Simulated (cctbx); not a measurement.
**Accept or mend?**

Cell a = 8.9540 Å, b = 9.5100 Å, c = 9.5750 Å, α = 112.98°, β = 103.23°, γ = 104.49°; space group P-1 (no. 2).

Simulated single-crystal data (cctbx): Ag Kα, λ = 0.56087 Å, to d = 0.75 Å, 95 % of the full sphere, strongest reflection 20000 counts, noise from counting, a 1.5 % proportional error and a noise floor of 2 counts (s.d.); no absorption.

An anisotropic refinement with weights 1/σ² prints:

```text
Rint 0.016, 3338 unique reflections to 0.75 A
cycle     R1     wR2    GooF  max shift (A)
   1  0.0336  0.0793   2.860   0.00211
   2  0.0131  0.0338   1.220   0.00000
final R1 0.0131 wR2 0.0338 GooF 1.220  parameters 117  data/parameter 28.5
atom        x        y        z      Ueq    occ   su(xyz)  su(Uiso or U11)
Pb1    0.87051  0.76121  0.73151   0.0108  1.000  0.00001  0.0000
S1     0.59102  0.68465  0.93338   0.0135  1.000  0.00008  0.0003
S2     0.59188  0.91996  0.68162   0.0190  1.000  0.00009  0.0003
Si1    0.74581  0.66353  0.29313   0.0093  1.000  0.00009  0.0003
S3     0.73918  0.28769  0.65975   0.0195  1.000  0.00010  0.0003
S4     0.98879  0.12490  0.86796   0.0174  1.000  0.00009  0.0003
S5     0.70737  0.39351  0.38660   0.0174  1.000  0.00009  0.0003
S6     0.77171  0.05648  0.31775   0.0179  1.000  0.00009  0.0003
S7     0.77155  0.31239  0.05232   0.0121  1.000  0.00008  0.0003
Si2    0.65381  0.18816  0.42530   0.0202  1.000  0.00011  0.0004
S8     0.65637  0.42139  0.19384   0.0290  1.000  0.00011  0.0004
Al1    0.77666  0.81592  0.18656   0.0206  1.000  0.00013  0.0005
Al2    0.77838  0.17315  0.81452   0.0209  1.000  0.00013  0.0005
difference map: max 0.97 min -0.85 rms 0.12
Q1    0.2602  0.3689  0.6898    2    0.99  0.40 A from Si1
Q2    0.2386  0.3609  0.7466    2    0.93  0.44 A from Si1
Q3    0.2116  0.2962  0.6740    2    0.90  0.41 A from Si1
Q4    0.4218  0.2400  0.8356    2    0.43  1.66 A from Al1
Q5    0.1159  0.7681  0.0386    2    0.43  1.30 A from Al2
Q6    0.4954  0.3493  0.9844    2    0.37  1.29 A from S1
```

Q: Accept it or mend it, and why?

Mend it. The fault: elements exchanged: S8 is Si and Si1 is S. Against the right model at the same level, R1 goes from 0.0111 to 0.0131 and GooF from 0.94 to 1.22, U of Si1 shrinks from 0.0158 to 0.0093 Å² and U of S8 swells from 0.0223 to 0.0290 Å². S8 has 2 electrons too many and its U swells to shed them, as expected (near an absorption edge f′ can widen the mismatch well beyond the difference in Z); Si1 has 2 electrons too few and its U shrinks to make up, as expected (near an absorption edge f′ can widen the mismatch well beyond the difference in Z). The signs are weak, and the output alone doesn't single this fault out.

The compound is Al2Si2PbS8. The right model at the same level gives:

```text
Rint 0.016, 3338 unique reflections to 0.75 A
cycle     R1     wR2    GooF  max shift (A)
   1  0.0275  0.0656   2.365   0.00199
   2  0.0111  0.0260   0.936   0.00000
final R1 0.0111 wR2 0.0260 GooF 0.936  parameters 117  data/parameter 28.5
atom        x        y        z      Ueq    occ   su(xyz)  su(Uiso or U11)
Pb1    0.87051  0.76121  0.73151   0.0108  1.000  0.00001  0.0000
S1     0.59104  0.68465  0.93338   0.0135  1.000  0.00006  0.0002
S2     0.59191  0.92000  0.68165   0.0190  1.000  0.00007  0.0003
S3     0.74581  0.66353  0.29313   0.0158  1.000  0.00007  0.0003
S4     0.73918  0.28767  0.65971   0.0196  1.000  0.00008  0.0002
S5     0.98882  0.12494  0.86795   0.0174  1.000  0.00007  0.0002
S6     0.70738  0.39352  0.38661   0.0174  1.000  0.00007  0.0002
S7     0.77171  0.05647  0.31775   0.0179  1.000  0.00007  0.0002
S8     0.77157  0.31238  0.05232   0.0122  1.000  0.00006  0.0002
Si1    0.65379  0.18819  0.42534   0.0203  1.000  0.00008  0.0003
Si2    0.65636  0.42136  0.19386   0.0223  1.000  0.00008  0.0003
Al1    0.77661  0.81584  0.18652   0.0207  1.000  0.00010  0.0004
Al2    0.77840  0.17318  0.81454   0.0210  1.000  0.00010  0.0004
difference map: max 0.42 min -0.39 rms 0.09
Q1    0.4234  0.2416  0.8365    2    0.44  1.67 A from Al1
Q2    0.1162  0.7681  0.0384    2    0.41  1.30 A from Al2
Q3    0.2777  0.0718  0.3215    2    0.38  1.16 A from S2
Q4    0.4929  0.3484  0.9836    2    0.38  1.28 A from S1
Q5    0.1012  0.7374  0.2376    2    0.37  1.50 A from Al2
Q6    0.0572  0.2607  0.8985    2    0.37  1.16 A from S5
```

Isotropic U is held between 0.0001 and 1 Å² by the program, and listed peak heights are interpolated, so they can pass the grid's maximum.

The model is made up (kin elements in a known structure type, no relaxation), so it says nothing on whether the phase exists.

[Middle refinement cycles are left out of these outputs.]

[Logs are printed without paths, hosts, clocks, repeated set-up lines and the standing remarks that a program may print on its own settings, such as how far it seeks lower states.]
